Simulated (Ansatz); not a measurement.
# HfC (Fm-3m): modes against uniaxial strain along [110], part 2 of 2

Aim: how do the optical modes of HfC (Fm-3m) shift and split under this strain?

Ansatz 0.2.0; DFT PBEsol, scalar-relativistic, plane waves, PAW; PAW set soft_1.

So far. Step 3 (Tight relaxation): The forces vanish by symmetry and the pressure is 0.000 GPa, within the tolerances set. The cell now holds 12.22 Å³/atom.

The database entry behind the starting cell differs from later determinations by our own check (about 0.2 % long), so it need not match the best structure at ambient conditions.

## 4. Zone-centre response at rest

Phonons follow from the second derivative of the energy, found here by linear response.

The modes at rest are the reference of the series.

Contents of input.yaml:

```yaml
crystal:
  lattice:
    - [0.0, 2.3035800705, 2.3035800705]
    - [2.3035800705, 0.0, 2.3035800705]
    - [2.3035800705, 2.3035800705, 0.0]
  atoms:
    - { symbol: C, position: [0.0, 0.0, 0.0] }
    - { symbol: Hf, position: [0.5, 0.5, 0.5] }
kpoints:
  mp_grid: { grid: [16, 16, 16] }
hamiltonian:
  xc: pbesol
  pseudopotentials: { kind: paw, azcp: { folder: soft_1 }, xc_functional: pbe }
scf:
  occupations: { method: methfessel_paxton, width: 0.2 }
output:
  eigenvalues: true
phonons:
  method: dfpt
```

On the command line:

```
$ ansatz run input.yaml --threads 4 --pin off --max-ram 10240MiB --backend cpu --events-out ev --progress --plain --runs-dir out
```

Numbers of over 12 decimals in the logs are rounded to 6 here.

Log:

```text
[...]
Crystal: 2 atoms, lattice volume = 24.448 Å³
Basis set: ecut = 420 eV, 531 PW (Γ), exchange–correlation on 48×48×48 points (8 copies of the dense FFT grid, shifted against one another)
Bands: 19, of which v1, the nominal top of the filled ones, is band 15 counted from 1 (14 counted from 0)
Symmetry: 48 space group operations
k-points: 349 of 4096 (irreducible under 8 space group operations, time reversal used)
[...]
SCF iter   1: F=—  HF=-15848.059575 eV  |F-HF|=—  |Δ(HF+E_count)|=         —  Δρ=8.68e-2  dr2=2.49e0  ethr=3.10e-3  ⟨swp⟩=4.8  Hψ=28690  notcnv=0
[...]
SCF iter  11: F=-15847.482024 eV  HF=-15847.482024 eV  |F-HF|=0.00e0  |Δ(HF+E_count)|=  7.28e-12  S|Δr|=    0.00e0  Δρ=4.93e-8  dr2=3.55e-13  ethr=1.00e-12  ⟨swp⟩=7.9  Hψ=39735  notcnv=0
SCF 1 converged in 11 iterations: F = -15847.482024 eV  dr2 = 3.55e-13
[...]
DFPT response loops at Γ: preconditioner auto → Kerker (q_TF=auto, 2.823 Å⁻¹) (partly filled bands, converged f_vac=0.000); β = 1.00, the filter's whole step (`scf.mixing.beta` (0.50) is not read by the response loops under this deck's `scf.mixing.preconditioner`; to damp them name `kerker` or `kerker_dos`, under which they read `scf.mixing.beta`, and type it under 1.00, their step now; both keys bind the ground state too); Broyden in place of MSR1
SCF converged after 11 iterations
[...]
Free energy (F): -15847.482024 eV
[...]
Internal energy: -15847.481152 eV  (E = F + TS)
E sigma→0 (E₀):  -15847.481806 eV
Entropy (-TS):   -0.000872 eV (-0.436 meV/atom)
Fermi energy:    18.986593 eV
[...]
--- Band table (eV; the first three rows and the last of 349) ---
  k-point 0: bands = [... 11 lower, 8.1600, 20.0866, 20.0866, 20.0866, 20.3109, 20.3109, 20.3109, 22.4061]
  k-point 1: bands = [... 11 lower, 8.1601, 19.2644, 19.5206, 19.5206, 20.5588, 20.5588, 20.8876, 22.9341]
  k-point 2: bands = [... 11 lower, 8.1604, 18.1863, 18.6822, 18.6822, 20.9026, 20.9026, 21.3310, 24.0446]
  k-point 348: bands = [... 11 lower, 9.3795, 15.9305, 16.2262, 16.2262, 22.7171, 22.7171, 25.9108, 26.2530]
--- Phonons (Γ-DFPT): 2 representative perturbations + reference, on 349 of 4096 k-points (Σ response iterations 7) ---
  k mesh reduced under 8 symmetry operations, with k and −k counted as one. Each operation leaves every solved perturbation unchanged. A smaller set is not used because it would not reduce the number of displacements times k-points to solve
  ASR residual: 1.688e-5 → 0.000e0 eV/Å²; symmetrization residual: 6.713e-7 eV/Å²
  ASR residual per site (eV/Å²): 1.20e-5 1.69e-5
  Γ frequencies (cm⁻¹): 0.00 0.00 0.00 452.57 452.57 452.57
  non-analytic LO–TO correction: not included (Born effective charges unavailable; polar crystals: no LO–TO splitting at Γ)
```

Elapsed: 16 s, on 4 threads of Arm Neoverse V1, shared host; peak memory 0.78 GiB; 57 s of CPU time.

This step gave:

| Item | Value |
| --- | --- |
| sum-rule residual before enforcement | 1.69e-5 eV/Å² |
| point group | m-3m |
| highest optical mode at the zone centre (no LO-TO term) | 452.6 cm⁻¹ |
| lowest optical zone-centre mode | 452.6 cm⁻¹ |

Patterns of degenerate modes are one choice out of their space. Modes at Γ, with each element's share of the kinetic energy:

| mode | frequency (cm⁻¹) | symmetry | C % | Hf % |
| --- | --- | --- | --- | --- |
| 1 | 0.0 | acoustic | 6 | 94 |
| 2 | 0.0 | acoustic | 6 | 94 |
| 3 | 0.0 | acoustic | 6 | 94 |
| 4 | 452.6 | T1u | 94 | 6 |
| 5 | 452.6 | T1u | 94 | 6 |
| 6 | 452.6 | T1u | 94 | 6 |

Displacements in mode 4 (452.6 cm⁻¹), the largest set to 1:
```
C1   0.00  1.00  0.02
Hf2  0.00 -0.07  0.00
```

Before it was imposed, the acoustic sum rule was missed by 1.7e-5 eV/Å². Small misses are needed for a sound result but don't prove that mesh and cutoff are converged. The lowest optical mode is real, 453 cm⁻¹.

## 5. A member of the series: uniaxial strain of +4 % along [110]

The cell takes a uniaxial strain of +4 % along [110]. The strained length and the angles are held, while the rest of the cell and the atoms relax.

input.yaml, the sections that differ from step 4:

```yaml
crystal:
  lattice:
    - [0.0546698651, 2.3410534083, 2.2939574206]
    - [2.3410534083, 0.0546698651, 2.2939574206]
    - [2.3957232733, 2.3957232733, -1.0e-10]
  atoms:
    - { symbol: C, position: [0.0, 0.0, 0.0] }
    - { symbol: Hf, position: [0.5, 0.5, 0.5] }
  conventional_axes: [[0, 0, 1], [1, -1, 0], [1, 1, -1]]
output:
  forces: true
  stress: true
  eigenvalues: true
relax:
  adjacent_minimum: "off"
  f_tol: 0.001
  max_steps: 60
  cell: { stress_tol: 0.01, fix: [a, angles] }
# kpoints, hamiltonian, scf: as in step 4
# phonons: removed
```

Log:

```text
[...]
Crystal: 2 atoms, lattice volume = 25.130 Å³
Basis set: ecut = 420 eV, 511 PW (Γ), exchange–correlation on 48×48×48 points (8 copies of the dense FFT grid, shifted against one another)
Bands: 19, of which v1, the nominal top of the filled ones, is band 15 counted from 1 (14 counted from 0)
Symmetry: 8 space group operations
[...]
k-points: 621 of 4096
[...]
k-point 620: bands = [... 11 lower, 8.1084, 16.0411, 16.5937, 18.1224, 18.6228, 23.8198, 25.1941, 25.2514]
--- Relaxed structure (4 steps of the walk, 3 accepted, 1 SCFs on fresh bases) ---
[...]
cell:  # Å, volume = 25.0394 Å³
    - [0.057207, 2.338516, 2.290724]
    - [2.338516, 0.057207, 2.290724]
    - [2.395723, 2.395723, -1.0221816435500188e-10]
  atoms:
    - { symbol: C, position: [0, 0, 0] }
    - { symbol: Hf, position: [0.5, 0.5, 0.500000] }
[key lines of the parts left out:]
SCF converged after 7 iterations
Free energy (F): -15847.431432 eV
Fermi energy:    18.531377 eV
P = ⅓ Tr σ = -5.4709 GPa (-54.709 kbar)
```

It took 26 s on 4 threads; peak memory 0.58 GiB.

The steps of the relaxation:

| step | energy less that of the first step (eV) | largest force component (eV/Å) | pressure (GPa) | volume (Å³) |
| --- | --- | --- | --- | --- |
| 1 | 0.0000 | 0.0000 | -6.29 | 25.13 |
| 2 | -0.0002 | 0.0000 | -4.64 | 24.95 |
| 3 | -0.0004 | 0.0000 | -5.49 | 25.04 |
| 4 | -0.0004 | 0.0000 | -5.47 | 25.04 |
| 5* | -0.0003 | 0.0000 | -5.47 | 25.04 |

Relaxation steps marked * repeat the geometry before them on a plane-wave basis chosen anew for their cell, so energy and pressure can jump there. Relaxation step 2 was tried and not accepted.

The run keeps the 8 symmetry operations that it works with, so distortions that break them were not tested.

| conventional cell, symmetrised | before | after | change |
| --- | --- | --- | --- |
| a (Å) | 3.233 | 3.226 | -0.2 % |
| b (Å) | 3.388 | 3.388 | -0.0 % |
| c (Å) | 4.588 | 4.581 | -0.1 % |
| volume (Å³/atom) | 12.57 | 12.52 | -0.4 % |

The relaxed structure:

```xyz
2
Lattice="0.0572 2.3385 2.2907 2.3385 0.0572 2.2907 2.3957 2.3957 0.0000" Properties=species:S:1:pos:R:3 pbc="T T T"
C     0.0000    0.0000    0.0000
Hf    2.3957    2.3957    2.2907
```

Numbers from this step:

```
pressure        : -5.471 GPa
volume per atom : 12.52 Å³
```

The forces vanish by symmetry.

The cell shrank by 0.4 % in volume.

## 6. Modes of this member: uniaxial strain of +4 % along [110]

The zone-centre modes follow for uniaxial strain of +4 % along [110].

input.yaml, the sections that differ from step 5:

```yaml
crystal:
  lattice:
    - [0.0572070739, 2.3385161995, 2.2907236559]
    - [2.3385161995, 0.0572070739, 2.2907236559]
    - [2.3957232733, 2.3957232733, -1.0e-10]
  atoms:
    - { symbol: C, position: [0.0, 0.0, 0.0] }
    - { symbol: Hf, position: [0.5, 0.5, 0.5] }
output:
  eigenvalues: true
phonons:
  method: dfpt
# kpoints, hamiltonian, scf: as in step 5
# relax: removed
```

Log:

```text
zone centre: on kpoints.mp_grid the ground state, and the responses unless they are solved on pairs of k-points, stand on 1098 of the mesh's 4096 k-points, reduced under 4 symmetry operations, with k and −k counted as one. Each operation leaves every solved displacement unchanged or reverses it
[...]
Crystal: 2 atoms, lattice volume = 25.039 Å³
Basis set: ecut = 420 eV, 503 PW (Γ), exchange–correlation on 48×48×48 points (8 copies of the dense FFT grid, shifted against one another)
Bands: 19, of which v1, the nominal top of the filled ones, is band 15 counted from 1 (14 counted from 0)
Symmetry: 8 space group operations
k-points: 1098 of 4096 (irreducible under 4 space group operations)
[...]
SCF iter   1: F=—  HF=-15847.994198 eV  |F-HF|=—  |Δ(HF+E_count)|=         —  Δρ=8.45e-2  dr2=2.45e0  ethr=3.10e-3  ⟨swp⟩=4.8  Hψ=89698  notcnv=0
[...]
SCF iter  11: F=-15847.431432 eV  HF=-15847.431432 eV  |F-HF|=1.82e-12  |Δ(HF+E_count)|=  9.46e-11  S|Δr|=    0.00e0  Δρ=5.83e-8  dr2=6.02e-13  ethr=1.00e-12  ⟨swp⟩=4.2  Hψ=176191  notcnv=0
SCF 1 converged in 11 iterations: F = -15847.431432 eV  dr2 = 6.02e-13
[...]
SCF converged after 11 iterations
[...]
Free energy (F): -15847.431432 eV
[...]
Internal energy: -15847.431247 eV  (E = F + TS)
E sigma→0 (E₀):  -15847.431386 eV
Entropy (-TS):   -0.000185 eV (-0.092 meV/atom)
Fermi energy:    18.531377 eV
[...]
--- Band table (eV; the first three rows and the last of 1098) ---
  k-point 0: bands = [... 11 lower, 7.5632, 19.3937, 19.4120, 19.6445, 19.7135, 19.8884, 20.1049, 21.7378]
  k-point 1: bands = [... 11 lower, 7.5624, 18.5701, 18.9760, 19.1851, 19.9714, 20.3272, 20.3313, 22.2381]
  k-point 2: bands = [... 11 lower, 7.5623, 17.5246, 18.1788, 18.3904, 20.3083, 20.6692, 20.8027, 23.2809]
  k-point 1097: bands = [... 11 lower, 8.1084, 16.0411, 16.5937, 18.1224, 18.6228, 23.8198, 25.1941, 25.2514]
[...]
ASR residual: 1.870e-5 → 0.000e0 eV/Å²; symmetrization residual: 1.221e-6 eV/Å²
  ASR residual per site (eV/Å²): 1.09e-5 1.87e-5
  Γ frequencies (cm⁻¹): 0.00 0.00 0.00 387.13 419.59 474.48
[...]
```

Wall time 70 s (4 threads); peak memory 1.7 GiB; 4.3 min of CPU time.

This step gave:

| Item | Value |
| --- | --- |
| sum-rule residual before enforcement | 1.87e-5 eV/Å² |
| point group | mmm |
| highest optical mode at the zone centre (no LO-TO term) | 474.5 cm⁻¹ |
| lowest optical zone-centre mode | 387.1 cm⁻¹ |

Patterns of degenerate modes are one choice out of their space. The modes at Γ (shares of kinetic energy by element, %):

| mode | frequency (cm⁻¹) | symmetry | C % | Hf % |
| --- | --- | --- | --- | --- |
| 1 | 0.0 | acoustic | 6 | 94 |
| 2 | 0.0 | acoustic | 6 | 94 |
| 3 | 0.0 | acoustic | 6 | 94 |
| 4 | 387.1 | B3u | 94 | 6 |
| 5 | 419.6 | B2u | 94 | 6 |
| 6 | 474.5 | B1u | 94 | 6 |

Displacements in mode 4 (387.1 cm⁻¹), the largest set to 1:
```
C1  -1.00  1.00  0.00
Hf2  0.07 -0.07  0.00
```

Displacements in mode 6 (474.5 cm⁻¹), the largest set to 1:
```
C1   0.00  0.00  1.00
Hf2  0.00  0.00 -0.07
```

The lowest optical mode is real, 387 cm⁻¹, and the highest lies at 474.5 cm⁻¹.

For the highest optical mode at the zone centre (no LO-TO term), step 4 gave 453 cm⁻¹; this run, with strain 4 %, gives 474 cm⁻¹ (+5 %).

## 7. A member of the series: uniaxial strain of -4 % along [110]

The cell takes a uniaxial strain of -4 % along [110]. The strained length and the angles are held, while the rest of the cell and the atoms relax.

input.yaml, the sections that differ from step 6:

```yaml
crystal:
  lattice:
    - [-0.0562796472, 2.2677165148, 2.3128690602]
    - [2.2677165148, -0.0562796472, 2.3128690602]
    - [2.2114368677, 2.2114368677, 0.0]
  atoms:
    - { symbol: C, position: [0.0, 0.0, 0.0] }
    - { symbol: Hf, position: [0.5, 0.5, 0.5] }
  conventional_axes: [[0, 0, 1], [1, -1, 0], [1, 1, -1]]
output:
  forces: true
  stress: true
  eigenvalues: true
relax:
  adjacent_minimum: "off"
  f_tol: 0.001
  max_steps: 60
  cell: { stress_tol: 0.01, fix: [a, angles] }
# kpoints, hamiltonian, scf: as in step 6
# phonons: removed
```

Log:

```text
[...]
Crystal: 2 atoms, lattice volume = 23.773 Å³
Basis set: ecut = 420 eV, 487 PW (Γ), exchange–correlation on 48×48×48 points (8 copies of the dense FFT grid, shifted against one another)
Bands: 19, of which v1, the nominal top of the filled ones, is band 15 counted from 1 (14 counted from 0)
Symmetry: 8 space group operations
[...]
k-points: 621 of 4096
[...]
k-point 620: bands = [... 11 lower, 8.8209, 16.7727, 17.4632, 19.3183, 19.8539, 25.0598, 26.5714, 26.5808]
--- Relaxed structure (5 steps of the walk, 5 accepted, 2 SCFs on fresh bases) ---
[...]
cell:  # Å, volume = 23.8798 Å³
    - [-0.060016, 2.271453, 2.315781]
    - [2.271453, -0.060016, 2.315781]
    - [2.211437, 2.211437, 4.7807095363947176e-11]
  atoms:
    - { symbol: C, position: [0, 0, 0] }
    - { symbol: Hf, position: [0.500000, 0.500000, 0.500000] }
[key lines of the parts left out:]
SCF converged after 5 iterations
Free energy (F): -15847.425335 eV
Fermi energy:    19.509796 eV
P = ⅓ Tr σ = 6.2940 GPa (62.940 kbar)
```

Run time: 34 s. Hardware: 4 threads; peak memory 0.57 GiB.

Relaxation path:

| step | energy less that of the first step (eV) | largest force component (eV/Å) | pressure (GPa) | volume (Å³) |
| --- | --- | --- | --- | --- |
| 1 | 0.0000 | 0.0000 | 7.53 | 23.77 |
| 2 | 0.0000 | 0.0000 | 5.35 | 23.96 |
| 3 | -0.0004 | 0.0000 | 6.29 | 23.88 |
| 4 | -0.0004 | 0.0000 | 6.29 | 23.88 |
| 5* | -0.0005 | 0.0000 | 6.30 | 23.88 |
| 6 | -0.0005 | 0.0000 | 6.29 | 23.88 |
| 7* | -0.0005 | 0.0000 | 6.29 | 23.88 |

Relaxation steps marked * repeat the geometry before them on a plane-wave basis chosen anew for their cell, so energy and pressure can jump there.

The run keeps the 8 symmetry operations that it works with, so distortions that break them were not tested.

| conventional cell, symmetrised | before | after | change |
| --- | --- | --- | --- |
| a (Å) | 3.127 | 3.127 | +0.0 % |
| b (Å) | 3.287 | 3.297 | +0.3 % |
| c (Å) | 4.626 | 4.632 | +0.1 % |
| volume (Å³/atom) | 11.89 | 11.94 | +0.4 % |

Final coordinates:

```cif
data_structure
_symmetry_space_group_name_H-M 'P 1'
_symmetry_Int_Tables_number 1
_cell_length_a 3.2444
_cell_length_b 3.2444
_cell_length_c 3.1274
_cell_angle_alpha 61.185
_cell_angle_beta 61.185
_cell_angle_gamma 61.080
_cell_volume 23.88
loop_
_atom_site_label
_atom_site_type_symbol
_atom_site_fract_x
_atom_site_fract_y
_atom_site_fract_z
_atom_site_occupancy
C1 C 0.00000 0.00000 0.00000 1
Hf2 Hf 0.50000 0.50000 0.50000 1
```

This step gave:

| Property | Result |
| --- | --- |
| pressure | 6.294 GPa |
| volume per atom | 11.94 Å³ |

The forces vanish by symmetry.

The cell grew by 0.4 % in volume.

## 8. Modes of this member: uniaxial strain of -4 % along [110]

The zone-centre modes follow for uniaxial strain of -4 % along [110].

input.yaml, the sections that differ from step 7:

```yaml
crystal:
  lattice:
    - [-0.0600156388, 2.2714525065, 2.3157805584]
    - [2.2714525065, -0.0600156388, 2.3157805584]
    - [2.2114368677, 2.2114368677, 0.0]
  atoms:
    - { symbol: C, position: [0.0, 0.0, 0.0] }
    - { symbol: Hf, position: [0.5, 0.5, 0.5] }
output:
  eigenvalues: true
phonons:
  method: dfpt
# kpoints, hamiltonian, scf: as in step 7
# relax: removed
```

Log:

```text
[...]
Crystal: 2 atoms, lattice volume = 23.880 Å³
Basis set: ecut = 420 eV, 487 PW (Γ), exchange–correlation on 48×48×48 points (8 copies of the dense FFT grid, shifted against one another)
Bands: 19, of which v1, the nominal top of the filled ones, is band 15 counted from 1 (14 counted from 0)
Symmetry: 8 space group operations
k-points: 1098 of 4096 (irreducible under 4 space group operations)
[...]
k-point 2: bands = [... 11 lower, 8.7561, 18.8560, 18.9823, 19.1941, 21.1079, 21.3518, 21.9689, 24.5297]
  k-point 1097: bands = [... 11 lower, 8.8209, 16.7727, 17.4632, 19.3183, 19.8539, 25.0598, 26.5714, 26.5808]
[...]
ASR residual: 4.462e-6 → 0.000e0 eV/Å²; symmetrization residual: 5.867e-7 eV/Å²
  ASR residual per site (eV/Å²): 4.46e-6 3.85e-6
  Γ frequencies (cm⁻¹): 0.00 0.00 0.00 432.78 462.62 517.52
[...]
[key lines of the parts left out:]
SCF converged after 11 iterations
Free energy (F): -15847.425335 eV
Fermi energy:    19.509796 eV
```

Run time: 70 s. Hardware: 4 threads; peak memory 1.7 GiB; 4.3 min of CPU time.

This step gave:

```
sum-rule residual before enforcement                    : 4.46e-6 eV/Å²
highest optical mode at the zone centre (no LO-TO term) : 517.5 cm⁻¹
lowest optical zone-centre mode                         : 432.8 cm⁻¹
```

Patterns of degenerate modes are one choice out of their space. Modes at Γ, with each element's share of the kinetic energy:

| mode | frequency (cm⁻¹) | symmetry | C % | Hf % |
| --- | --- | --- | --- | --- |
| 1 | 0.0 | acoustic | 6 | 94 |
| 2 | 0.0 | acoustic | 6 | 94 |
| 3 | 0.0 | acoustic | 6 | 94 |
| 4 | 432.8 | B1u | 94 | 6 |
| 5 | 462.6 | B3u | 94 | 6 |
| 6 | 517.5 | B2u | 94 | 6 |

The lowest optical mode is real, 433 cm⁻¹, and the highest lies at 517.5 cm⁻¹.

For the highest optical mode at the zone centre (no LO-TO term), step 4 gave 453 cm⁻¹; this run, with strain -4 %, gives 518 cm⁻¹ (+14 %).

## 9. All members side by side

The members are set side by side, also those not shown above.

Stress is positive in compression; energies are extrapolated to zero smearing, and E0 is that at rest; the edges not held and the atoms are relaxed in each cell; all runs use 16×16×16 k points and Methfessel-Paxton smearing of 0.2 eV. State of the crystal along the series:

| strain (%) | stress along the axis (GPa) | free strain along [-110] (%) | free strain along [001] (%) | E - E0 (meV/atom) |
| --- | --- | --- | --- | --- |
| -4 | 18.88 | 1.211 | 0.5296 | 28.23 |
| -3 | 13.87 | 0.8863 | 0.4032 | 15.58 |
| -2 | 9.051 | 0.5764 | 0.2742 | 6.784 |
| -1 | 4.43 | 0.2794 | 0.1396 | 1.661 |
| 0 | -2.85e-4 | 0 | 0 | 0 |
| 1 | -4.279 | -0.2643 | -0.1423 | 1.612 |
| 2 | -8.46 | -0.5137 | -0.2811 | 6.402 |
| 3 | -12.53 | -0.7465 | -0.4177 | 14.32 |
| 4 | -16.4 | -0.9668 | -0.5581 | 25.21 |

Optical modes are counted from below at rest and tracked from member to member by their patterns, and modes that stay within 0.3 cm⁻¹ of each other stand once; labels, where given, are those at rest; the edges not held and the atoms are relaxed in each cell; all runs use 16×16×16 k points and Methfessel-Paxton smearing of 0.2 eV. Optical modes along the series:

| strain (%) | optical mode 1 T1u, moving along [-110] (cm⁻¹) | optical mode 2 T1u, moving along [110] (cm⁻¹) | optical mode 3 T1u, moving along [001] (cm⁻¹) |
| --- | --- | --- | --- |
| -4 | 517.5 | 462.6 | 432.8 |
| -3 | 502.5 | 460.3 | 438.8 |
| -2 | 486.5 | 458.3 | 444 |
| -1 | 469.8 | 455.8 | 448.4 |
| 0 | 452.6 | 452.6 | 452.6 |
| 1 | 435.6 | 448.2 | 457.3 |
| 2 | 419.3 | 441.8 | 463.1 |
| 3 | 403.4 | 432.1 | 469 |
| 4 | 387.1 | 419.6 | 474.5 |

Value and slope at zero strain of a cubic (a lower polynomial where under five rows exist) through the rows within 2 % of rest. Slopes at rest:

| mode | frequency (cm⁻¹) | shift per percent of strain (cm⁻¹) | shift per GPa of compressive stress (cm⁻¹) |
| --- | --- | --- | --- |
| optical mode 1 T1u, moving along [-110] | 452.6 | -17.22 | 3.96 |
| optical mode 2 T1u, moving along [110] | 452.6 | -3.68 | 0.85 |
| optical mode 3 T1u, moving along [001] | 452.6 | 4.36 | -1 |

## 10. What came out

```json
{"members": "9", "highest optical mode at the zone centre (no LO-TO term), at rest": "452.6 cm⁻¹", "Young’s modulus along [110]": "435 GPa", "optical mode 1 T1u, moving along [-110], shift per percent": "-17.22 cm⁻¹", "optical mode 2 T1u, moving along [110], shift per percent": "-3.68 cm⁻¹", "optical mode 3 T1u, moving along [001], shift per percent": "4.36 cm⁻¹"}
```

What this shows: The stress changes by 4.35 GPa for each percent, a Young’s modulus of 435 GPa along [110]. For each percent the free edges respond with -0.27 % along [-110] and -0.14 % along [001]. The strain lowers the symmetry: the level at 452.6 cm⁻¹ splits, into 517.5, 462.6 and 432.8 cm⁻¹ at -4 %. Within 2 % of rest optical mode 2 T1u, moving along [110] bends away from a straight line, so a single slope holds only near rest. The fastest shift in the table of slopes is -17.2 cm⁻¹ for each percent (optical mode 1 T1u, moving along [-110]), or 4.0 cm⁻¹ for each GPa of compressive stress. For small strain, the measured shift of a line that Raman or infrared light can see, divided by its slope, estimates the stress, if the state of stress is of this kind. These are harmonic frequencies at zero temperature: anharmonic shifts, linewidths and thermal expansion are left out. Spin-orbit coupling is left out, which can matter for the heavy elements here. With no gap, or one that is small against the smearing, the frequencies hang on the k mesh and the smearing, most of all near Kohn anomalies. The PAW files were made for PBE; the program adapts parts of them to the functional of the run, but their partial waves stay those of PBE, an approximation that was not tested in this session. Only the zone centre was solved, so an instability at another wavevector cannot show here.

[Logs are printed without paths, hosts, clocks, repeated set-up lines and the standing remarks that a program may print on its own settings, such as how far it seeks lower states.]

[Hosts, paths, dates, database ids (printed as entryN), source tags and the programs' standing remarks are cut or masked in the printed files.]
